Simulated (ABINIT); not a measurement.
# InBiTe3 (Pm-3m): zone-centre phonons, part 3 of 3

Aim: the zone-centre modes of InBiTe3 (Pm-3m).

ABINIT 10.8.3; DFT LDA, scalar-relativistic, plane waves, HGH norm-conserving pseudopotentials.

So far. Step 5 (Relaxing the cell and atoms): The volume changes by -0.1 % in this run and stands -19.4 % from the first cell. Step 7 (Linear response at Γ): The acoustic modes at Γ come out as far as 2.9 cm⁻¹ from zero, where they should vanish, a small numerical error. The lowest optical mode is imaginary, 88i cm⁻¹, an instability at this level and on this k mesh. The relaxed cell has a = 5.433 Å (conventional setting).

The structure was built from a prototype and need not be the compound's stable phase.

## (8) Zone-centre analysis

anaddb reads the merged derivatives and imposes the acoustic sum rule.

Contents of anaddb.abi:

```
ddb_filepath "gamma_DDB"
output_file "anaddb.abo"
outdata_prefix "anaddb"
asr 1
chneut 1
enunit 2
eivec 1
nph1l 1
qph1l 0.0 0.0 0.0 1.0
```

Contents of mrgddb.in:

```
gamma_DDB
merged
2
dfpt_gammao_DDB
gso_DDB
```

Command:

```console
$ mrgddb < mrgddb.in > mrgddb.log
$ OMP_NUM_THREADS=1 anaddb anaddb.abi > anaddb.log
```

anaddb.abo, the main output file:

```text
-outvars_anaddb: echo values of input variables ----------------------

 Miscellaneous information :
      enunit         2
       eivec         1
         asr         1
 First list of wavevector (reduced coord.) :
       nph1l         1
       qph1l
                     0.00000000E+00  0.00000000E+00  0.00000000E+00    1.000E+00

================================================================================

 read the DDB information and perform some checks

  ==== Info on the Cryst% object ====
 Real(R)+Recip(G) space primitive vectors, cartesian coordinates (Bohr,Bohr^-1):
 R(1)= 10.2673464  0.0000000  0.0000000  G(1)=  0.0973961  0.0000000  0.0000000
 R(2)=  0.0000000 10.2673464  0.0000000  G(2)=  0.0000000  0.0973961  0.0000000
 R(3)=  0.0000000  0.0000000 10.2673464  G(3)=  0.0000000  0.0000000  0.0973961
 Unit cell volume ucvol=  1.0823672E+03 bohr^3
 Angles (23,13,12)=  9.00000000E+01  9.00000000E+01  9.00000000E+01 degrees
 Time-reversal symmetry is present
 Reduced atomic positions [iatom, xred, symbol]:
    1)    0.0000000  0.0000000  0.0000000  Bi
    2)    0.5000000  0.5000000  0.5000000  In
    3)    0.5000000  0.5000000  0.0000000  Te
    4)    0.5000000  0.0000000  0.5000000  Te
    5)    0.0000000  0.5000000  0.5000000  Te

 DDB file with 3 blocks has been read.

================================================================================

 Treat the first list of vectors

  Phonon wavevector (reduced coordinates) :  0.00000  0.00000  0.00000
 Phonon energies in Hartree :
  -4.020275E-04 -4.020275E-04 -4.020275E-04 -3.195319E-04 -3.195319E-04
  -3.195319E-04 -1.836575E-04 -1.836575E-04 -1.836575E-04  1.092769E-08
   1.113489E-08  1.173458E-08  8.932794E-04  8.932794E-04  8.932794E-04
 Phonon energies in meV     :
- -1.093973E+01 -1.093973E+01 -1.093973E+01 -8.694906E+00 -8.694906E+00
- -8.694906E+00 -4.997574E+00 -4.997574E+00 -4.997574E+00  2.973576E-04
-  3.029959E-04  3.193142E-04  2.430737E+01  2.430737E+01  2.430737E+01
 Phonon frequencies in cm-1    :
- -8.823484E+01 -8.823484E+01 -8.823484E+01 -7.012915E+01 -7.012915E+01
- -7.012915E+01 -4.030815E+01 -4.030815E+01 -4.030815E+01  2.398351E-03
-  2.443827E-03  2.575442E-03  1.960522E+02  1.960522E+02  1.960522E+02
 Phonon frequencies in Thz     :
- -2.645214E+00 -2.645214E+00 -2.645214E+00 -2.102419E+00 -2.102419E+00
- -2.102419E+00 -1.208408E+00 -1.208408E+00 -1.208408E+00  7.190074E-05
-  7.326409E-05  7.720982E-05  5.877496E+00  5.877496E+00  5.877496E+00
 Phonon energies in Kelvin  :
- -1.269502E+02 -1.269502E+02 -1.269502E+02 -1.009002E+02 -1.009002E+02
- -1.009002E+02 -5.799444E+01 -5.799444E+01 -5.799444E+01  3.450691E-03
-  3.516122E-03  3.705487E-03  2.820753E+02  2.820753E+02  2.820753E+02

 Eigendisplacements
 (will be given, for each mode : in cartesian coordinates
   for each atom the real part of the displacement vector,
   then the imaginary part of the displacement vector - absolute values smaller than 1.0d-7 are set to zero)
  Mode number    1   Energy   -4.020275E-04
 Attention : low frequency mode.
   (Could be unstable or acoustic mode)
-  1  0.00000000E+00  0.00000000E+00 -1.06513644E-03
-     0.00000000E+00  0.00000000E+00  0.00000000E+00
-  2  0.00000000E+00  0.00000000E+00 -4.03288481E-04
-     0.00000000E+00  0.00000000E+00  0.00000000E+00
-  3  0.00000000E+00  0.00000000E+00 -3.44764440E-05
-     0.00000000E+00  0.00000000E+00  0.00000000E+00
-  4  0.00000000E+00  0.00000000E+00  1.07088542E-03
-     0.00000000E+00  0.00000000E+00  0.00000000E+00
-  5  0.00000000E+00  0.00000000E+00  1.07088542E-03
-     0.00000000E+00  0.00000000E+00  0.00000000E+00
  Mode number    2   Energy   -4.020275E-04
 Attention : low frequency mode.
   (Could be unstable or acoustic mode)
-  1  0.00000000E+00  1.06513644E-03  0.00000000E+00
-     0.00000000E+00  0.00000000E+00  0.00000000E+00
-  2  0.00000000E+00  4.03288481E-04  0.00000000E+00
-     0.00000000E+00  0.00000000E+00  0.00000000E+00
-  3  0.00000000E+00 -1.07088542E-03  0.00000000E+00
-     0.00000000E+00  0.00000000E+00  0.00000000E+00
-  4  0.00000000E+00  3.44764440E-05  0.00000000E+00
-     0.00000000E+00  0.00000000E+00  0.00000000E+00
-  5  0.00000000E+00 -1.07088542E-03  0.00000000E+00
-     0.00000000E+00  0.00000000E+00  0.00000000E+00
  Mode number    3   Energy   -4.020275E-04
 Attention : low frequency mode.
   (Could be unstable or acoustic mode)
-  1  1.06513644E-03  0.00000000E+00  0.00000000E+00
-     0.00000000E+00  0.00000000E+00  0.00000000E+00
-  2  4.03288481E-04  0.00000000E+00  0.00000000E+00
-     0.00000000E+00  0.00000000E+00  0.00000000E+00
-  3 -1.07088542E-03  0.00000000E+00  0.00000000E+00
-     0.00000000E+00  0.00000000E+00  0.00000000E+00
-  4 -1.07088542E-03  0.00000000E+00  0.00000000E+00
-     0.00000000E+00  0.00000000E+00  0.00000000E+00
-  5  3.44764440E-05  0.00000000E+00  0.00000000E+00
-     0.00000000E+00  0.00000000E+00  0.00000000E+00
  Mode number    4   Energy   -3.195319E-04
 Attention : low frequency mode.
   (Could be unstable or acoustic mode)
-  1  0.00000000E+00  0.00000000E+00  0.00000000E+00
-     0.00000000E+00  0.00000000E+00  0.00000000E+00
-  2  0.00000000E+00  0.00000000E+00  0.00000000E+00
-     0.00000000E+00  0.00000000E+00  0.00000000E+00
-  3  0.00000000E+00  0.00000000E+00  0.00000000E+00
-     0.00000000E+00  0.00000000E+00  0.00000000E+00
-  4  0.00000000E+00  0.00000000E+00 -1.46615408E-03
-     0.00000000E+00  0.00000000E+00  0.00000000E+00
-  5  0.00000000E+00  0.00000000E+00  1.46615408E-03
-     0.00000000E+00  0.00000000E+00  0.00000000E+00
  Mode number    5   Energy   -3.195319E-04
 Attention : low frequency mode.
   (Could be unstable or acoustic mode)
-  1  0.00000000E+00  0.00000000E+00  0.00000000E+00
-     0.00000000E+00  0.00000000E+00  0.00000000E+00
-  2  0.00000000E+00  0.00000000E+00  0.00000000E+00
-     0.00000000E+00  0.00000000E+00  0.00000000E+00
-  3  0.00000000E+00 -1.46615408E-03  0.00000000E+00
-     0.00000000E+00  0.00000000E+00  0.00000000E+00
-  4  0.00000000E+00  0.00000000E+00  0.00000000E+00
-     0.00000000E+00  0.00000000E+00  0.00000000E+00
-  5  0.00000000E+00  1.46615408E-03  0.00000000E+00
-     0.00000000E+00  0.00000000E+00  0.00000000E+00
  Mode number    6   Energy   -3.195319E-04
 Attention : low frequency mode.
   (Could be unstable or acoustic mode)
-  1  0.00000000E+00  0.00000000E+00  0.00000000E+00
-     0.00000000E+00  0.00000000E+00  0.00000000E+00
-  2  0.00000000E+00  0.00000000E+00  0.00000000E+00
-     0.00000000E+00  0.00000000E+00  0.00000000E+00
-  3  1.46615408E-03  0.00000000E+00  0.00000000E+00
-     0.00000000E+00  0.00000000E+00  0.00000000E+00
-  4 -1.46615408E-03  0.00000000E+00  0.00000000E+00
-     0.00000000E+00  0.00000000E+00  0.00000000E+00
-  5  0.00000000E+00  0.00000000E+00  0.00000000E+00
-     0.00000000E+00  0.00000000E+00  0.00000000E+00
  Mode number    7   Energy   -1.836575E-04
 Attention : low frequency mode.
   (Could be unstable or acoustic mode)
-  1  0.00000000E+00  0.00000000E+00  8.44988987E-04
-     0.00000000E+00  0.00000000E+00  0.00000000E+00
-  2  0.00000000E+00  0.00000000E+00 -1.44178200E-03
-     0.00000000E+00  0.00000000E+00  0.00000000E+00
-  3  0.00000000E+00  0.00000000E+00 -9.44273088E-04
-     0.00000000E+00  0.00000000E+00  0.00000000E+00
-  4  0.00000000E+00  0.00000000E+00  4.28745004E-04
-     0.00000000E+00  0.00000000E+00  0.00000000E+00
-  5  0.00000000E+00  0.00000000E+00  4.28745004E-04
-     0.00000000E+00  0.00000000E+00  0.00000000E+00
  Mode number    8   Energy   -1.836575E-04
 Attention : low frequency mode.
   (Could be unstable or acoustic mode)
-  1  0.00000000E+00 -8.44988987E-04  0.00000000E+00
-     0.00000000E+00  0.00000000E+00  0.00000000E+00
-  2  0.00000000E+00  1.44178200E-03  0.00000000E+00
-     0.00000000E+00  0.00000000E+00  0.00000000E+00
-  3  0.00000000E+00 -4.28745004E-04  0.00000000E+00
-     0.00000000E+00  0.00000000E+00  0.00000000E+00
-  4  0.00000000E+00  9.44273088E-04  0.00000000E+00
-     0.00000000E+00  0.00000000E+00  0.00000000E+00
-  5  0.00000000E+00 -4.28745004E-04  0.00000000E+00
-     0.00000000E+00  0.00000000E+00  0.00000000E+00
  Mode number    9   Energy   -1.836575E-04
 Attention : low frequency mode.
   (Could be unstable or acoustic mode)
-  1  8.44988987E-04  0.00000000E+00  0.00000000E+00
-     0.00000000E+00  0.00000000E+00  0.00000000E+00
-  2 -1.44178200E-03  0.00000000E+00  0.00000000E+00
-     0.00000000E+00  0.00000000E+00  0.00000000E+00
-  3  4.28745004E-04  0.00000000E+00  0.00000000E+00
-     0.00000000E+00  0.00000000E+00  0.00000000E+00
-  4  4.28745004E-04  0.00000000E+00  0.00000000E+00
-     0.00000000E+00  0.00000000E+00  0.00000000E+00
-  5 -9.44273088E-04  0.00000000E+00  0.00000000E+00
-     0.00000000E+00  0.00000000E+00  0.00000000E+00
  Mode number   10   Energy    1.092769E-08
 Attention : low frequency mode.
   (Could be unstable or acoustic mode)
-  1  0.00000000E+00  0.00000000E+00  8.81147672E-04
-     0.00000000E+00  0.00000000E+00  0.00000000E+00
-  2  0.00000000E+00  0.00000000E+00  8.81031277E-04
-     0.00000000E+00  0.00000000E+00  0.00000000E+00
-  3  0.00000000E+00  0.00000000E+00  8.81070286E-04
-     0.00000000E+00  0.00000000E+00  0.00000000E+00
-  4  0.00000000E+00  0.00000000E+00  8.81150650E-04
-     0.00000000E+00  0.00000000E+00  0.00000000E+00
-  5  0.00000000E+00  0.00000000E+00  8.81150650E-04
-     0.00000000E+00  0.00000000E+00  0.00000000E+00
  Mode number   11   Energy    1.113489E-08
 Attention : low frequency mode.
   (Could be unstable or acoustic mode)
-  1  0.00000000E+00  8.81147672E-04  0.00000000E+00
-     0.00000000E+00  0.00000000E+00  0.00000000E+00
-  2  0.00000000E+00  8.81031277E-04  0.00000000E+00
-     0.00000000E+00  0.00000000E+00  0.00000000E+00
-  3  0.00000000E+00  8.81150650E-04  0.00000000E+00
-     0.00000000E+00  0.00000000E+00  0.00000000E+00
-  4  0.00000000E+00  8.81070286E-04  0.00000000E+00
-     0.00000000E+00  0.00000000E+00  0.00000000E+00
-  5  0.00000000E+00  8.81150650E-04  0.00000000E+00
-     0.00000000E+00  0.00000000E+00  0.00000000E+00
  Mode number   12   Energy    1.173458E-08
 Attention : low frequency mode.
   (Could be unstable or acoustic mode)
-  1  8.81147672E-04  0.00000000E+00  0.00000000E+00
-     0.00000000E+00  0.00000000E+00  0.00000000E+00
-  2  8.81031277E-04  0.00000000E+00  0.00000000E+00
-     0.00000000E+00  0.00000000E+00  0.00000000E+00
-  3  8.81150650E-04  0.00000000E+00  0.00000000E+00
-     0.00000000E+00  0.00000000E+00  0.00000000E+00
-  4  8.81150650E-04  0.00000000E+00  0.00000000E+00
-     0.00000000E+00  0.00000000E+00  0.00000000E+00
-  5  8.81070286E-04  0.00000000E+00  0.00000000E+00
-     0.00000000E+00  0.00000000E+00  0.00000000E+00
  Mode number   13   Energy    8.932794E-04
-  1  0.00000000E+00  0.00000000E+00  9.35701463E-06
-     0.00000000E+00  0.00000000E+00  0.00000000E+00
-  2  0.00000000E+00  0.00000000E+00  1.32670465E-03
-     0.00000000E+00  0.00000000E+00  0.00000000E+00
-  3  0.00000000E+00  0.00000000E+00 -1.62175536E-03
-     0.00000000E+00  0.00000000E+00  0.00000000E+00
-  4  0.00000000E+00  0.00000000E+00  2.06309146E-04
-     0.00000000E+00  0.00000000E+00  0.00000000E+00
-  5  0.00000000E+00  0.00000000E+00  2.06309146E-04
-     0.00000000E+00  0.00000000E+00  0.00000000E+00
  Mode number   14   Energy    8.932794E-04
-  1  0.00000000E+00  9.35701463E-06  0.00000000E+00
-     0.00000000E+00  0.00000000E+00  0.00000000E+00
-  2  0.00000000E+00  1.32670465E-03  0.00000000E+00
-     0.00000000E+00  0.00000000E+00  0.00000000E+00
-  3  0.00000000E+00  2.06309146E-04  0.00000000E+00
-     0.00000000E+00  0.00000000E+00  0.00000000E+00
-  4  0.00000000E+00 -1.62175536E-03  0.00000000E+00
-     0.00000000E+00  0.00000000E+00  0.00000000E+00
-  5  0.00000000E+00  2.06309146E-04  0.00000000E+00
-     0.00000000E+00  0.00000000E+00  0.00000000E+00
  Mode number   15   Energy    8.932794E-04
-  1  9.35701463E-06  0.00000000E+00  0.00000000E+00
-     0.00000000E+00  0.00000000E+00  0.00000000E+00
-  2  1.32670465E-03  0.00000000E+00  0.00000000E+00
-     0.00000000E+00  0.00000000E+00  0.00000000E+00
-  3  2.06309146E-04  0.00000000E+00  0.00000000E+00
-     0.00000000E+00  0.00000000E+00  0.00000000E+00
-  4  2.06309146E-04  0.00000000E+00  0.00000000E+00
-     0.00000000E+00  0.00000000E+00  0.00000000E+00
-  5 -1.62175536E-03  0.00000000E+00  0.00000000E+00
-     0.00000000E+00  0.00000000E+00  0.00000000E+00

 Analysis of degeneracies and characters (maximum tolerance=1.00E-06 a.u.)
 For each vibration mode, or group of modes if degenerate,
 the characters are given for each symmetry operation (see the list in the log file).
 Symmetry characters of vibration mode #   1
       degenerate with vibration modes #   2 to    3
  3.0 -3.0 -1.0  1.0 -1.0  1.0 -1.0  1.0  1.0 -1.0 -1.0  1.0  1.0 -1.0 -1.0  1.0
  0.0 -0.0  0.0 -0.0 -0.0  0.0 -0.0  0.0  1.0 -1.0 -1.0  1.0 -1.0  1.0  1.0 -1.0
  0.0 -0.0 -0.0  0.0 -0.0  0.0  0.0 -0.0  1.0 -1.0  1.0 -1.0 -1.0  1.0 -1.0  1.0
 Symmetry characters of vibration mode #   4
       degenerate with vibration modes #   5 to    6
  3.0 -3.0 -1.0  1.0 -1.0  1.0 -1.0  1.0 -1.0  1.0  1.0 -1.0 -1.0  1.0  1.0 -1.0
 -0.0  0.0 -0.0  0.0  0.0 -0.0  0.0 -0.0 -1.0  1.0  1.0 -1.0  1.0 -1.0 -1.0  1.0
 -0.0  0.0  0.0 -0.0  0.0 -0.0 -0.0  0.0 -1.0  1.0 -1.0  1.0  1.0 -1.0  1.0 -1.0
 Symmetry characters of vibration mode #   7
       degenerate with vibration modes #   8 to    9
  3.0 -3.0 -1.0  1.0 -1.0  1.0 -1.0  1.0  1.0 -1.0 -1.0  1.0  1.0 -1.0 -1.0  1.0
 -0.0  0.0 -0.0  0.0  0.0 -0.0  0.0 -0.0  1.0 -1.0 -1.0  1.0 -1.0  1.0  1.0 -1.0
 -0.0  0.0  0.0 -0.0  0.0 -0.0 -0.0  0.0  1.0 -1.0  1.0 -1.0 -1.0  1.0 -1.0  1.0
 Symmetry characters of vibration mode #  10
       degenerate with vibration modes #  11 to   12
  3.0 -3.0 -1.0  1.0 -1.0  1.0 -1.0  1.0  1.0 -1.0 -1.0  1.0  1.0 -1.0 -1.0  1.0
 -0.0  0.0 -0.0  0.0  0.0 -0.0  0.0 -0.0  1.0 -1.0 -1.0  1.0 -1.0  1.0  1.0 -1.0
 -0.0  0.0  0.0 -0.0  0.0 -0.0 -0.0  0.0  1.0 -1.0  1.0 -1.0 -1.0  1.0 -1.0  1.0
 Symmetry characters of vibration mode #  13
       degenerate with vibration modes #  14 to   15
  3.0 -3.0 -1.0  1.0 -1.0  1.0 -1.0  1.0  1.0 -1.0 -1.0  1.0  1.0 -1.0 -1.0  1.0
  0.0 -0.0  0.0 -0.0 -0.0  0.0 -0.0  0.0  1.0 -1.0 -1.0  1.0 -1.0  1.0  1.0 -1.0
  0.0 -0.0 -0.0  0.0 -0.0  0.0  0.0 -0.0  1.0 -1.0  1.0 -1.0 -1.0  1.0 -1.0  1.0
-
```

Wall time 0.52 s (1 thread of Arm Neoverse V2, shared host).

This step gave:

- highest optical zone-centre mode (no LO-TO term): 196.1 cm⁻¹
- lowest optical zone-centre mode: -88.23 cm⁻¹

No LO-TO term; unit eigenvectors of the mass-weighted matrix, from anaddb's displacements. The modes at Γ (shares of kinetic energy by element, %) (negative means imaginary):

```csv
mode,frequency (cm⁻¹),symmetry,Bi %,In %,Te %
1,-88.2,T1u,43,3,53
2,-88.2,T1u,43,3,53
3,-88.2,T1u,43,3,53
4,-70.1,T2u,0,0,100
5,-70.1,T2u,0,0,100
6,-70.1,T2u,0,0,100
7,-40.3,T1u,27,44,29
8,-40.3,T1u,27,44,29
9,-40.3,T1u,27,44,29
10,0.0,acoustic,30,16,54
11,0.0,acoustic,30,16,54
12,0.0,acoustic,30,16,54
13,196.1,T1u,0,37,63
14,196.1,T1u,0,37,63
15,196.1,T1u,0,37,63
```

Displacements in mode 1 (-88.2 cm⁻¹), the largest set to 1:
```
Bi1  0.00  0.00 -0.99
In2  0.00  0.00 -0.38
Te3  0.00  0.00 -0.03
Te4  0.00  0.00  1.00
Te5  0.00  0.00  1.00
```

Displacements in mode 4 (-70.1 cm⁻¹), the largest set to 1:
```
Bi1  0.00  0.00  0.00
In2  0.00  0.00  0.00
Te3  0.00  0.00  0.00
Te4  0.00  0.00 -1.00
Te5  0.00  0.00  1.00
```

The rule moves no optical mode by more than 0.2 cm⁻¹.

## (9) Results

```json
{
 "space group after relaxation": "Pm-3m",
 "volume per atom": "32.1 Å³",
 "highest optical zone-centre mode (no LO-TO term)": "196.1 cm⁻¹",
 "lowest optical zone-centre mode": "-88.2 cm⁻¹",
 "imaginary optical modes at the zone centre (no q mesh in this session)": "yes"
}
```

What this shows: At the LDA level the optical modes of InBiTe3 (Pm-3m) at the zone centre run from 88i to 196 cm⁻¹, so the structure is a saddle point, with 9 modes beyond 10i cm⁻¹ there. These are harmonic frequencies at zero temperature: anharmonic shifts and linewidths and thermal expansion are left out. Spin-orbit coupling is left out, which can matter for the heavy elements here. The HGH files keep few electrons and have no core correction, which is cheap but rough for Bi and In. In a metal the frequencies hang on the k mesh and the smearing, most of all near Kohn anomalies. The structure is a hypothetical one, built on a prototype.

[Host names and launcher messages were left out of these logs when they were recorded.]

[Logs are printed without paths, hosts, clocks, repeated set-up lines and the standing remarks that a program may print on its own settings, such as how far it seeks lower states.]

[Hosts, paths, dates, database ids (printed as entryN), source tags and the programs' standing remarks are cut or masked in the printed files.]
